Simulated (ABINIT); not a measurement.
# TlAsF6 (R-3): a self-consistent loop beyond G0W0, cycle by cycle, part 3 of 3

How far does self-consistency move the gap of TlAsF6 (R-3)?

ABINIT 10.8.3; PBEsol and many-body steps on it, plane waves. Known limits of the many-body steps: not at the basis limit; no spin-orbit coupling; coarse k mesh.

So far. Step 11 (evGW, cycle 1): Against G0W0 in ABINIT (2×2×2 mesh, 153 bands, screening to 130.6 eV, Godby-Needs plasmon pole), the gap moves by +0.932 eV. Step 14 (evGW, cycle 2): Against the cycle before, the gap moves by +0.051 eV.

### Step 15. Screening, 2×2×2 mesh, 153 bands, screening to 130.6 eV

This step: RPA screening on PBEsol, plane waves, norm-conserving pseudopotentials.

Input file run.abi:

```
acell 3*1.0 Angstrom
rprim 
  3.720723898783 2.148160944528 2.482723275713
  -3.720723898783 2.148160944528 2.482723275713
  0.000000000000 -4.296321889101 2.482723275674
ntypat 3
znucl 81 33 9
natom 8
typat 1 2 3 3 3 3 3 3
xred 
  0.000000000000 0.000000000000 0.000000000000
  0.500000000000 0.500000000000 0.500000000000
  0.698048100000 0.789498230000 0.423038160000
  0.789498230000 0.423038160000 0.698048100000
  0.210501770000 0.576961840000 0.301951900000
  0.423038160000 0.698048100000 0.789498230000
  0.576961840000 0.301951900000 0.210501770000
  0.301951900000 0.210501770000 0.576961840000
pp_dirpath "pseudos"
pseudos "Tl.upf, As.upf, F.upf"
ecut 44
ngkpt 2 2 2
nshiftk 1
shiftk 0 0 0
kptopt 1
chksymbreak 0
istwfk *1
occopt 1
irdwfk 1
optdriver 3
nband 153
ecuteps 4.8
inclvkb 2
awtr 1
symchi 1
gwcalctyp 10
mbpt_sciss 5.372 eV
nqptdm 1
qptdm 
  0 0 0
indata_prefix "in"
outdata_prefix "out"
tmpdata_prefix "tmp"
```

Launch:

```
$ OMP_NUM_THREADS=1 mpirun -n 8 abinit run.abi > log
```

Numbers of over 12 decimals in the logs are rounded to 6 here.

The program printed:

```text
.Version 10.8.3 of ABINIT. v10.8.2 released Aug 2026.

 Symmetries : space group R-3 (#148); Bravais hR (rhombohedral)
[... echo of the input left out ...]
== DATASET  1 ==================================================================
-   mpi_nproc: 8, omp_nthreads: 1 (-1 if OMP is not activated)

--- !DatasetInfo
iteration_state: {dtset: 1, }
dimensions: {natom: 8, nkpt: 4, mband: 153, nsppol: 1, nspinor: 1, nspden: 1, mpw: 11210, }
cutoff_energies: {ecut:  44.0, pawecutdg:  -1.0, }
[...]
[... chi0 elements left out ...]
 For q-point:  0.000010 0.000020 0.000030
  dielectric constant =   2.0189
  dielectric constant without local fields =   2.2493

  Average fulfillment of the sum rule on Im[epsilon] for q-point    1 :     47.05  [%]
[... wings left out ...]
== END DATASET(S) ==============================================================
================================================================================

 -outvars: echo values of variables after computation  --------
           etotal      0.0000000000E+00
            nband         153
             nkpt           4
          spgroup         148
 [... the other variables as echoed above ...]

 Calculation completed.
```

Run time: 65 s. Hardware: 8 MPI ranks of Arm Neoverse N1, shared host; peak memory 3.4 GiB; 8.7 min of CPU time.

Numbers from this step:

```yaml
eps_infinity_with_local_fields_on_this_mesh_along_the_program_s_q_direction: 2.019
the_same_without_local_fields: 2.249
plasma_frequency: 31.56 eV
plane_waves_in_the_screening_matrix: 407
```

This screening uses the functional's bands under a rigid shift, the mean opening of the cycle before.

### Step 16. Screening, 2×2×2 mesh, 153 bands, screening to 130.6 eV

This step: RPA screening on PBEsol from quasiparticle energies, plane waves, norm-conserving pseudopotentials.

Edit run.abi of step 15 so:

```diff
@@ -35,7 +35,9 @@
 symchi 1
+irdqps 1
 gwcalctyp 10
-mbpt_sciss 5.372 eV
-nqptdm 1
+nqptdm 3
 qptdm 
-  0 0 0
+  0.5000000000 0.0000000000 0.0000000000
+  0.5000000000 0.5000000000 0.0000000000
+  0.5000000000 0.5000000000 0.5000000000
 indata_prefix "in"
```

Input file mrgscr.stdin:

```
2
merged
q0_SCR
out_SCR
1
```

Launch:

```
$ OMP_NUM_THREADS=1 mpirun -n 8 abinit run.abi > log; mrgscr < mrgscr.stdin
```

The program printed:

```text
.Version 10.8.3 of ABINIT. v10.8.2 released Aug 2026.

 Symmetries : space group R-3 (#148); Bravais hR (rhombohedral)
[... echo of the input left out ...]
== DATASET  1 ==================================================================
-   mpi_nproc: 8, omp_nthreads: 1 (-1 if OMP is not activated)

--- !DatasetInfo
iteration_state: {dtset: 1, }
dimensions: {natom: 8, nkpt: 4, mband: 153, nsppol: 1, nspinor: 1, nspden: 1, mpw: 11210, }
cutoff_energies: {ecut:  44.0, pawecutdg:  -1.0, }
[...]
q-point number  1        q = ( 0.500000, 0.000000, 0.000000) [r.l.u.]
--------------------------------------------------------------------------------
[... chi0 elements left out ...]
  Average fulfillment of the sum rule on Im[epsilon] for q-point    2 :     51.82  [%]

--------------------------------------------------------------------------------
  q-point number  2        q = ( 0.500000, 0.500000, 0.000000) [r.l.u.]
--------------------------------------------------------------------------------
[... chi0 elements left out ...]
  Average fulfillment of the sum rule on Im[epsilon] for q-point    3 :     49.60  [%]

 [... 1 further q-points ...]
```

Run time: 45 s. Hardware: 8 MPI ranks; peak memory 2.7 GiB.

Numbers from this step:

```yaml
plasma_frequency: 31.56 eV
plane_waves_in_the_screening_matrix: 407
```

This screening reads the quasiparticle levels of the cycle before.

### Step 17. evGW, cycle 3

This step: evGW on PBEsol, plane waves, norm-conserving pseudopotentials.

Edit run.abi of step 16 so:

```diff
@@ -29,12 +29,10 @@
 irdwfk 1
-optdriver 3
+optdriver 4
 nband 153
-ecuteps 4.8
-inclvkb 2
-awtr 1
-symchi 1
-irdqps 1
 gwcalctyp 10
-nqptdm 3
-qptdm 
+ecutsigx 44
+symsigma 1
+nkptgw 4
+kptgw 
+  0.0000000000 0.0000000000 0.0000000000
   0.5000000000 0.0000000000 0.0000000000
@@ -42,2 +40,11 @@
   0.5000000000 0.5000000000 0.5000000000
+bdgw 
+  20 54
+  20 54
+  20 54
+  20 54
+ecuteps 4.8
+irdscr 1
+ppmodel 1
+irdqps 1
 indata_prefix "in"
```

Launch:

```
$ OMP_NUM_THREADS=1 mpirun -n 8 abinit run.abi > log
```

The program printed:

```text
.Version 10.8.3 of ABINIT. v10.8.2 released Aug 2026.

 Symmetries : space group R-3 (#148); Bravais hR (rhombohedral)
[... echo of the input left out ...]
== DATASET  1 ==================================================================
-   mpi_nproc: 8, omp_nthreads: 1 (-1 if OMP is not activated)

--- !DatasetInfo
iteration_state: {dtset: 1, }
dimensions: {natom: 8, nkpt: 4, mband: 153, nsppol: 1, nspinor: 1, nspden: 1, mpw: 11210, }
cutoff_energies: {ecut:  44.0, pawecutdg:  -1.0, }
[...]
.  kptgw no:  2; Maximum DeltaE = (  -0.006  -0.000) for band index:  3
.  kptgw no:  3; Maximum DeltaE = (   0.002  -0.000) for band index: 15
.  kptgw no:  4; Maximum DeltaE = (  -0.006   0.000) for band index:  1

== END DATASET(S) ==============================================================
================================================================================

 -outvars: echo values of variables after computation  --------
           etotal      0.0000000000E+00
            nband         153
             nkpt           4
          spgroup         148
 [... the other variables as echoed above ...]

 Calculation completed.
```

The job ended after 5.4 min (8 MPI ranks; peak memory 6.2 GiB; 43 min of CPU time).

Numbers from this step:

```
quasiparticle gap on the mesh                         : 9.572 eV
gap of the density functional on the mesh             : 4.749 eV
k of the valence top                                  : 0.5, 0.5, 0
k of the conduction bottom                            : 0.5, 0, 0
least direct quasiparticle gap on the computed points : 9.621 eV
```

Against the cycle before, the gap moves by +0.006 eV.

### Step 18. The runs together

Times are wall times on 8 MPI ranks of Arm Neoverse N1, shared host, good to a factor of about two. A run's time includes the screening step that it read.

| run | mesh | bands | screening cutoff (eV) | DFT gap (eV) | gap on the mesh (eV) | direct (eV) | ε∞ used | time |
| --- | --- | --- | --- | --- | --- | --- | --- | --- |
| G0W0 | 2×2×2 | 153 | 130.6 | 4.749 | 8.583 | 8.606 | 2.46 | 3.7 min |
| evGW0, cycle 1 | 2×2×2 | 153 | 130.6 | 4.749 | 9.230 | 9.258 | 2.46 | 8.9 min |
| evGW0, cycle 2 | 2×2×2 | 153 | 130.6 | 4.749 | 8.927 | 8.962 | 2.46 | 9.3 min |
| evGW0, cycle 3 | 2×2×2 | 153 | 130.6 | 4.749 | 8.946 | 8.980 | 2.46 | 8.9 min |
| evGW0, cycle 4 | 2×2×2 | 153 | 130.6 | 4.749 | 8.946 | 8.980 | 2.46 | 7.7 min |
| evGW, cycle 1 | 2×2×2 | 153 | 130.6 | 4.749 | 9.515 | 9.562 | 2.06 | 7.3 min |
| evGW, cycle 2 | 2×2×2 | 153 | 130.6 | 4.749 | 9.566 | 9.616 | 2.02 | 6.7 min |
| evGW, cycle 3 | 2×2×2 | 153 | 130.6 | 4.749 | 9.572 | 9.621 | 2.02 | 7.3 min |

### Step 19. What came out

| Property | Result |
| --- | --- |
| G0W0 | 8.583 eV |
| evGW0, cycle 1 | 9.230 eV |
| evGW0, cycle 2 | 8.927 eV |
| evGW0, cycle 3 | 8.946 eV |
| evGW0, cycle 4 | 8.946 eV |
| evGW, cycle 1 | 9.515 eV |
| evGW, cycle 2 | 9.566 eV |
| evGW, cycle 3 | 9.572 eV |
| known limits | not at the basis limit; no spin-orbit coupling; coarse k mesh |

Only the bands that the input lists are updated; the others, empty or deep, keep the functional's energies or take a rigid shift. The evGW loop starts from the last levels of evGW0, so its cycles and time come on top of those. evGW0 ends at 8.95 eV, +0.36 eV from G0W0, after 4 cycles that took 23 min beside the first screening; the last moved the gap by 0.000 eV. evGW ends at 9.57 eV, +0.99 eV from G0W0, after 3 cycles that took 21 min beside the first screening; the last moved the gap by 0.006 eV. The first cycle of evGW0 takes the full correction, without the factor Z, so it overshoots the one-shot value. Bands and cutoff are finite, so the gap is not at the basis limit. The miss can reach some tenths of an eV and take either sign; the mesh is an error of its own. A denser mesh or path gives a starting gap of 4.67 eV: the GW mesh misses a band edge, so its gaps are not the fundamental one. The 2×2×2 mesh is coarse for this cell, which bears on the long-range parts of exchange and screening. Where an edge is built on 6p states of lead, bismuth or thallium, scalar-relativistic gaps usually stand too wide, by a few tenths to over one eV. In the updated screening the q = 0 part is built from Kohn-Sham bands under a rigid shift, the other q from the quasiparticle levels. The many-body steps are scalar-relativistic: spin-orbit coupling is not in them.

[Paths, hosts, dates, memory and timing lines, banners, echoed tables and standing remarks are left out of the program output.]

[Logs are printed without paths, hosts, clocks, repeated set-up lines and the standing remarks that a program may print on its own settings, such as how far it seeks lower states.]

[Runs of the session that timed out or met a known fault of the program may be left out.]

[Hosts, paths, dates, database ids (printed as entryN), source tags and the programs' standing remarks are cut or masked in the printed files.]

[G0W0 gaps are taken among the corrected bands and points alone; a level outside them can change the order at an edge.]

[Where Ansatz stands beside ABINIT at settings called matched, ABINIT's density can come from a denser mesh and the files from another edition; pairs whose starting gaps differed by over 0.03 eV were left out, so agreement reads better than it is.]
